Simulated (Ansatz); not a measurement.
# Ti2COF MXene monolayer in a perpendicular field

Aim: how the Ti2COF MXene monolayer screens a field along its normal, and what the field does to its bands. A positive field points along +c.

Program: Ansatz 0.2.0. Level of theory: plane-wave DFT, PBE-D3(BJ), Ansatz PAW (set soft_1); PAW set soft_1. Results are calculated unless marked as measured.

Report form: the programs' logs are mostly left out.

### Step 1. Starting point

The cell holds 5 atoms: 1 F, 2 Ti, 1 C and 1 O. Cell: a = 3.100 Å, b = 3.100 Å, c = 39.959 Å, α = 90.0°, β = 90.0°, γ = 120.0°. Vacuum lies along c.

### Step 2. Relaxing the slab

The starting cell is a guess, so the in-plane lattice and the atoms are relaxed first, with the slab cut off from its images along the normal.

The input, input.yaml:

```yaml
crystal:
  lattice:
    - [3.10024, 0.0, 0.0]
    - [-1.55012, 2.6848865978, 0.0]
    - [0.0, 0.0, 39.9592805664]
  atoms:
    - { symbol: F, position: [0.3333333333, 0.6666666667, 0.4442021915] }
    - { symbol: Ti, position: [0.6666666667, 0.3333333333, 0.4670874471], spin: 1.0 }
    - { symbol: C, position: [0.0, 0.0, 0.4977004133] }
    - { symbol: Ti, position: [0.3333333333, 0.6666666667, 0.5283133795], spin: 1.0 }
    - { symbol: O, position: [0.6666666667, 0.3333333333, 0.5557978085] }
  periodic: [true, true, false]
magnetization:
  spin_polarized: true
kpoints:
  mp_grid: { grid: [12, 12, 1] }
hamiltonian:
  xc: pbe
  dispersion: d3bj
  pseudopotentials: { kind: paw, azcp: { folder: soft_1 } }
scf:
  occupations: { method: fermi_dirac, width: 0.05 }
  convergence: { dr2_threshold: 1.0e-09 }
relax:
  f_tol: 0.004
  max_steps: 90
  cell: {}
output:
  write_potential: true
  write_density: true
  volumetric_format: npy
```

Launch:

```console
ansatz run input.yaml --threads 2 --pin off --max-ram 3072MiB --backend cpu --events-out ev --progress --plain --runs-dir out
```

The job ended after 4.3 min (2 threads of Arm Neoverse V1, shared host; peak memory 0.71 GiB).

Step by step:

```
step  energy less that of the first step (eV)  largest force component (eV/Å)  volume (Å³)
   1                                   0.0000                          4.3386       332.61
   2                                  -0.9451                          1.6150       316.83
   3                                  -0.9998                          0.7658       311.41
   4                                  -1.0205                          0.1581       311.70
   5                                  -1.0222                          0.0224       312.80
   6                                  -1.0222                          0.0073       313.02
   7                                  -1.0221                          0.0127       313.10
   8                                  -1.0221                          0.0003       313.08
  9*                                  -1.0170                          0.0018       313.08
  10                                  -1.0171                          0.0005       312.83
 11*                                  -1.0170                          0.0006       312.83
```

Relaxation steps marked * repeat the geometry before them on a plane-wave basis chosen anew for their cell, so energy and pressure can jump there. Relaxation step 7 was tried and not accepted.

Forces are held to the 6 operations that the run works with; a distortion that breaks them can't arise in this run.

```
cell as run  before  after  change
      a (Å)   3.100  3.007  -3.0 %
      b (Å)   3.100  3.007  -3.0 %
```

The atoms that moved most (Å, along periodic axes as changes of fractional coordinates times the final cell, across vacuum about the mean position):

```
atom     dx     dy      dz  length
  F1  0.000  0.000  -0.237   0.237
 Ti4  0.000  0.000   0.133   0.133
 Ti2  0.000  0.000   0.107   0.107
  O5  0.000  0.000  -0.027   0.027
  C3  0.000  0.000   0.024   0.024
```

Final coordinates:

```xyz
5
Lattice="3.0066 0.0000 0.0000 -1.5033 2.6038 0.0000 0.0000 0.0000 39.9593" Properties=species:S:1:pos:R:3
F     0.0000    1.7359   17.5131
Ti    1.5033    0.8679   18.7719
C     0.0000    0.0000   19.9114
Ti    0.0000    1.7359   21.2441
O     1.5033    0.8679   22.1821
```

This step gave:

| Property | Result |
| --- | --- |
| energy at zero smearing | -6632.4256 eV |

The lattice constant a goes from 3.100 to 3.007 Å.

### Step 3. Single point, field 0

A sawtooth potential applies the field, turning back in the middle of the vacuum. With the dipole correction the typed value is the field outside the slab. The induced dipole is small, so the SCF threshold is tight.

The cell differs from the one that the last finished run ended in (c 39.959 → 22.669 Å).

The input, input.yaml:

```yaml
crystal:
  lattice:
    - [3.0066140238, 0.0, 0.0]
    - [-1.5033070119, 2.603804124, 0.0]
    - [0.0, 0.0, 22.6690128736]
  atoms:
    - { symbol: F, position: [0.3333333333, 0.6666666667, 0.3970177286] }
    - { symbol: Ti, position: [0.6666666667, 0.3333333333, 0.4525462801] }
    - { symbol: C, position: [0.0, 0.0, 0.5028150926] }
    - { symbol: Ti, position: [0.3333333333, 0.6666666667, 0.5616031507] }
    - { symbol: O, position: [0.6666666667, 0.3333333333, 0.6029822714] }
kpoints:
  mp_grid: { grid: [18, 18, 1] }
  band_path:
    path: [[0, 0, 0], [0.5, 0, 0], [0.33333333, 0.33333333, 0], [0, 0, 0]]
    npoints: 16
hamiltonian:
  xc: pbe
  dispersion: d3bj
  pseudopotentials: { kind: paw, azcp: { folder: soft_1 } }
scf:
  occupations: { method: fermi_dirac, width: 0.02585 }
  convergence: { dr2_threshold: 1.0e-10 }
efield:
  axis: 3
  dipole_correction: true
  ramp_position: 0.97
  ramp_width: 0.06
  amplitude: 0
output:
  dos: { projected: true, e_range: [-6, 5] }
  write_potential: true
  write_density: true
  volumetric_format: npy
  elf: true
```

Run time: 22 s. Hardware: 2 threads; peak memory 0.5 GiB; 43 s of CPU time.

This step gave:

* energy at zero smearing: -6632.4288 eV
* work function, upper face: 6.098 eV
* work function, lower face: 4.554 eV
* dipole along the normal: -0.06679 e·Å
* step between the vacuum levels: 1.544 eV

Running mean over a fixed 2.7 Å (it still follows the layers) of the planar mean; the ramp of the sawtooth is left out. Electron's electrostatic potential energy less the Fermi level against z:

```
z (Å)  electron's electrostatic potential energy less the Fermi level (eV)
  3.0                                                                 4.55
  3.5                                                                 4.55
  4.0                                                                 4.55
  4.5                                                                 4.55
  5.0                                                                 4.55
  5.5                                                                 4.55
  6.0                                                                 4.55
  6.5                                                                 4.53
  7.0                                                                 4.38
  7.5                                                                 3.27
  8.0                                                                 1.11
  8.5                                                                -1.45
  9.0                                                                -4.85
  9.5                                                                -7.97
 10.0                                                               -10.00
 10.5                                                                -10.5
 11.0                                                                -10.5
 11.5                                                                -10.7
 12.0                                                                -10.6
 12.5                                                                -10.3
 13.0                                                                -8.84
 13.5                                                                -6.56
 14.0                                                                -3.26
 14.5                                                                0.407
 15.0                                                                 3.65
 15.5                                                                 5.56
 16.0                                                                 6.02
 16.5                                                                 6.08
 17.0                                                                 6.10
 17.5                                                                 6.10
 18.0                                                                 6.10
 18.5                                                                 6.10
 19.0                                                                 6.10
 19.5                                                                 6.10
```

The density of states has structure finer than the step of the table below, so its rows give means over 0.25 eV, whole bins alone (the curve runs from -6 to 1.99 eV). Peaks (eV: height): -4.870: 7.44, -4.320: 13.3, -3.820: 11.3, 0.950: 9.13, 1.440: 11.2, 1.610: 14.9, 1.880: 7.47.

Density of states against energy, zero at the Fermi level; means over each step:

```
energy (eV)  density of states (states/eV a cell)
      -5.75                                  1.62
      -5.50                                  2.71
      -5.25                                  2.81
      -5.00                                  3.51
      -4.75                                  4.84
      -4.50                                  3.15
      -4.25                                  4.56
      -4.00                                  2.44
      -3.75                                  3.16
      -3.50                                  1.43
      -3.25                                  3.07
      -3.00                                  2.77
      -2.75                                  3.16
      -2.50                                  3.82
      -2.25                                  2.45
      -2.00                                 0.929
      -1.75                                 0.270
      -1.50                                     0
      -1.25                                     0
      -1.00                                     0
      -0.75                                     0
      -0.50                                 0.788
      -0.25                                  2.13
       0.00                                  2.56
       0.25                                  2.08
       0.50                                  2.43
       0.75                                  1.46
       1.00                                  2.83
       1.25                                  2.30
       1.50                                  7.52
       1.75                                  6.87
```

Projected DOS per atom over height of the atomic layer and energy from the Fermi level. Layers: F Ti C Ti O from below.

Ten even steps from '_' (0.00 states/eV) to '@' (3.18 states/eV), each cell a mean:
```
__@@__%%__
__@@__%%__
__++__..__
__--__..__
__--__..__
__==__::__
__::__..__
__________
__________
__________
__________
__..::__..
__::==..::
__..--..::
__::--....
__......::
__..::..--
____..--%%
__..--::**
____..::==
____..::==
______..::
```
Columns: height of the atomic layer (Å) from 9 to 13.7 (not evenly spaced); rows upwards: energy from the Fermi level (eV) from -5.96 to 1.96.

The electronic bands at the labelled points (eV, zero at the Fermi level):

```
  point  band 17  band 18  band 19  band 20  band 21  band 22  band 23  band 24
      Γ    -4.73    -2.76    -1.76    -1.76     0.35     0.35     0.97     1.44
halfway    -4.44    -3.58    -2.58    -2.28    -0.22     1.02     1.11     1.61
      M    -4.32    -3.80    -3.30    -2.34    -0.45     1.41     1.97     2.17
halfway    -4.13    -4.05    -3.44    -2.68     0.00     1.49     1.52     2.00
      K    -4.74    -3.74    -3.54    -3.04     0.66     1.22     1.38     1.73
halfway    -4.42    -3.69    -2.75    -2.55     0.17     0.42     1.58     1.82
      Γ    -4.73    -2.76    -1.76    -1.76     0.35     0.35     0.97     1.44
```

Electrostatic potential energy in the ca plane at fractional y = 0.333, with atoms of Ti and O within 0.2 Å of it. With pseudopotentials it is smooth inside the atoms' cores, unlike the true potential.

Ten even steps from '0' (-39 eV) to '9' (6 eV), each cell a mean:
```
99999999998752236888777679999999999999999999
99999999998620004788883016999999999999999999
99999999998610002788871004999999999999999999
99999999998720004888883027999999999999999999
99999999998863247888777789999999999999999999
99999999998887778887556899999999999999999999
99999999998888888776446899999999999999999999
99999999999887778887657899999999999999999999
```
Columns run along c (16.0 Å, from fractional 0.23 to 0.94 of the cell; values clipped at the 3rd and 97th percentile), rows up along a (3.0 Å). Atoms in or near the plane, at fractional coordinates: Ti at (0.45, 0.67), O at (0.60, 0.67).

Valence density in the ca plane at fractional y = 0.333, with atoms of Ti and O within 0.2 Å of it. It is the smooth field of the valence electrons, not physical close to the nuclei.

Ten steps, logarithmic in the rise over the least value, from '0' (0 e/Å³) to '9' (10 e/Å³), each cell a mean:
```
00000000000000001124664332223554200000000000
00000000000000000137996322225787410000000000
00000000000000000148997421235898410000000000
00000000000000000137886322225776310000000000
00000000000000001223554332223443200000000000
00000000000000012322223333333221000000000000
00000000000000013332223443343211000000000000
00000000000000012222233333333322100000000000
```
Columns run along c (16.0 Å, from fractional 0.12 to 0.83 of the cell), rows up along a (3.0 Å). Atoms in or near the plane, at fractional coordinates: Ti at (0.45, 0.67), O at (0.60, 0.67).

ELF in the ca plane at fractional y = 0.333, with atoms of Ti and O within 0.2 Å of it. It is the smooth field of the valence electrons, not physical close to the nuclei.

Values, 5 rows by 16 columns, each cell a mean:
```
0.00 0.00 0.01 0.09 0.27 0.47 0.31 0.21 0.72 0.59 0.08 0.00 0.00 0.00 0.00 0.00
0.00 0.00 0.00 0.02 0.47 0.66 0.16 0.35 0.61 0.72 0.13 0.00 0.00 0.00 0.00 0.00
0.00 0.00 0.01 0.11 0.29 0.48 0.30 0.21 0.71 0.59 0.08 0.00 0.00 0.00 0.00 0.00
0.00 0.00 0.06 0.42 0.25 0.32 0.61 0.18 0.21 0.15 0.01 0.00 0.00 0.00 0.00 0.00
0.00 0.00 0.06 0.43 0.25 0.33 0.61 0.17 0.18 0.13 0.01 0.00 0.00 0.00 0.00 0.00
```
Columns run along c (16.0 Å, from fractional 0.23 to 0.94 of the cell), rows up along a (3.0 Å). Atoms in or near the plane, at fractional coordinates: Ti at (0.45, 0.67), O at (0.60, 0.67).

The work function of the upper face is 6.10 eV.

### Step 4. Single point, field 0.1 V/Å

Edit input.yaml of step 3 so:

```diff
@@ -26,7 +26,6 @@
   dipole_correction: true
-  ramp_position: 0.97
-  ramp_width: 0.06
-  amplitude: 0
+  ramp_position: 0.9277
+  ramp_width: 0.1486
+  amplitude: 0.1
 output:
-  dos: { projected: true, e_range: [-6, 5] }
   write_potential: true
@@ -34,2 +33 @@
   volumetric_format: npy
-  elf: true
```

The job ended after 20 s (2 threads; peak memory 0.47 GiB; 40 s of CPU time).

The dipole is -0.0438 e·Å, 0.0230 e·Å from its value without field.

### Step 5. Single point, field -0.1 V/Å

Edit input.yaml of step 4 so:

```diff
@@ -28,3 +28,3 @@
   ramp_width: 0.1486
-  amplitude: 0.1
+  amplitude: -0.1
 output:
```

The job ended after 20 s (2 threads; peak memory 0.48 GiB).

The dipole is -0.0898 e·Å, -0.0230 e·Å from its value without field.

### Step 6. Response, atoms held

This step: plane-wave DFT, PBE-D3(BJ), Ansatz PAW (set soft_1); response to a field along the normal, atoms held; PAW set soft_1 (Ansatz 0.2.0).

The dipoles give the slope, and the difference of two potentials shows where the field is screened.

This step gave:

```yaml
equivalent_conductor_thickness_p_eps_0ae: 5.323 Å
distance_between_the_outer_atoms: 4.669 Å
```

The dipole of the cell by applied field:

```
applied field (V/Å)  dipole of the cell (e·Å)
            -0.1000                   -0.0898
             0.0000                   -0.0668
             0.1000                   -0.0438
```

Local field over the applied field, running mean. From the potentials at -0.1 and 0.1 V/Å; running mean over 2.5 Å. Table of local field over applied field by z:

```
z (Å)  local field over applied field
  4.5                           1.000
  5.0                           1.000
  5.5                           0.999
  6.0                           0.996
  6.5                           0.985
  7.0                           0.949
  7.5                           0.863
  8.0                           0.738
  8.5                           0.593
  9.0                           0.444
  9.5                           0.294
 10.0                           0.183
 10.5                           0.109
 11.0                          0.0615
 11.5                          0.0333
 12.0                          0.0322
 12.5                          0.0618
 13.0                           0.132
 13.5                           0.258
 14.0                           0.420
 14.5                           0.598
 15.0                           0.764
 15.5                           0.893
 16.0                           0.964
 16.5                           0.989
 17.0                           0.997
 17.5                           0.999
 18.0                           1.000
 18.5                           1.000
```

Electrons, planar mean, per unit field. Table of induced electron density by z:

z (Å), induced electron density (e/Å³ per V/Å) and a bar from the least value:
```
      4.5    0.00000 ###############
      5.0    0.00000 ###############
      5.5    0.00000 ###############
      6.0    0.00001 ###############
      6.5    0.00005 ###############
      7.0    0.00020 ################
      7.5    0.00070 ##################
      8.0    0.00212 #########################
      8.5    0.00334 ##############################
      9.0    0.00164 ######################
      9.5    0.00022 ################
     10.0    0.00127 #####################
     10.5    0.00101 ####################
     11.0    0.00043 #################
     11.5    0.00001 ###############
     12.0   -0.00064 ############
     12.5   -0.00007 ###############
     13.0   -0.00020 ##############
     13.5   -0.00181 #######
     14.0   -0.00282 ###
     14.5   -0.00343 
     15.0   -0.00152 ########
     15.5   -0.00050 #############
     16.0   -0.00015 ###############
     16.5   -0.00004 ###############
     17.0   -0.00001 ###############
     17.5    0.00000 ###############
     18.0    0.00000 ###############
     18.5    0.00000 ###############
```

By hand: between -0.1 and 0.1 V/Å the dipole changes by 0.04605 e·Å, a slope of 0.2303 e·Å²/V. A perfect conductor of thickness t has p = ε₀AEt, so t = 180.95 × 0.2303 / 7.829 = 5.32 Å (e/ε₀ = 180.95 V·Å, A in Å²).

The induced dipole is that of a conductor 5.32 Å thick.

### Step 7. Results

```json
{"gap without field": "none", "work function, upper face": "6.10 eV", "step between the vacuum levels": "1.54 eV", "equivalent conductor thickness, atoms held": "5.32 Å"}
```

In words: The induced dipole equals that of a perfect conductor 5.32 Å thick, while the outer atoms lie 4.67 Å apart. The two faces differ: the vacuum level above lies 1.54 eV higher than the one below. There is no gap over 0.03 eV, with or without the field. The first relaxation ran with spin and lost its moment, and the later runs have none; other magnetic states were not tried. The MXene's terminations sit over the metal atoms of its far layer; the site over carbon or nitrogen, which some compounds prefer, was not run.

[Logs are printed without paths, hosts, clocks, repeated set-up lines and the standing remarks that a program may print on its own settings, such as how far it seeks lower states.]

[Hosts, paths, dates, database ids (printed as entryN), source tags and the programs' standing remarks are cut or masked in the printed files.]

[Maps of the electrostatic potential energy from Ansatz leave out the sawtooth potential of an applied field or a dipole correction, so their vacuum need not be flat; planar profiles and work functions include it.]

[The density of states shown here was stored with 400 of the rows of the run's finer table, so its peaks can read low, often by over a quarter, or be missed, and its means over a window can be off by a tenth or more.]
